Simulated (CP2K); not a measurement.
The N K edge of 3-borylpyrrole was computed by TDDFT (CP2K XAS_TDP, aug-cc-pVDZ, TDA) at these levels: PBE0, PBEh(45%) and PBEh(45%) + GW2X. The first three lines of N5 (bonded to 2 C and H) with a strength over 0.0015, energy in eV and strength:

```tsv
run	first	second	third
1	397.83 (0.032)	399.24 (0.016)	400.09 (0.004)
2	390.57 (0.019)	391.79 (0.009)	392.08 (0.010)
3	402.57 (0.032)	403.98 (0.016)	404.83 (0.004)
```

**Question.** Which run is which?

Run 1: PBEh(45%) (45 % exact exchange). Run 2: PBE0 (25 % exact exchange). Run 3: PBEh(45%) + GW2X (45 % exact exchange). Self-interaction lifts the core level, so the uncorrected lines rise with the share of exact exchange. The GW2X run keeps the spacings of its parent: 1.41 eV between the first two lines in run 3, 1.41 eV in run 1. Its shift is +4.74 eV, since the Kohn–Sham level at this share of exchange lies that far above the quasiparticle level.

[Banner, clock and machine lines of the logs are left out without a mark of their own.]

[Logs are printed without paths, hosts, clocks, repeated set-up lines and the standing remarks that a program may print on its own settings, such as how far it seeks lower states.]

[Hosts, paths, dates, database ids (printed as entryN), source tags and the programs' standing remarks are cut or masked in the printed files.]
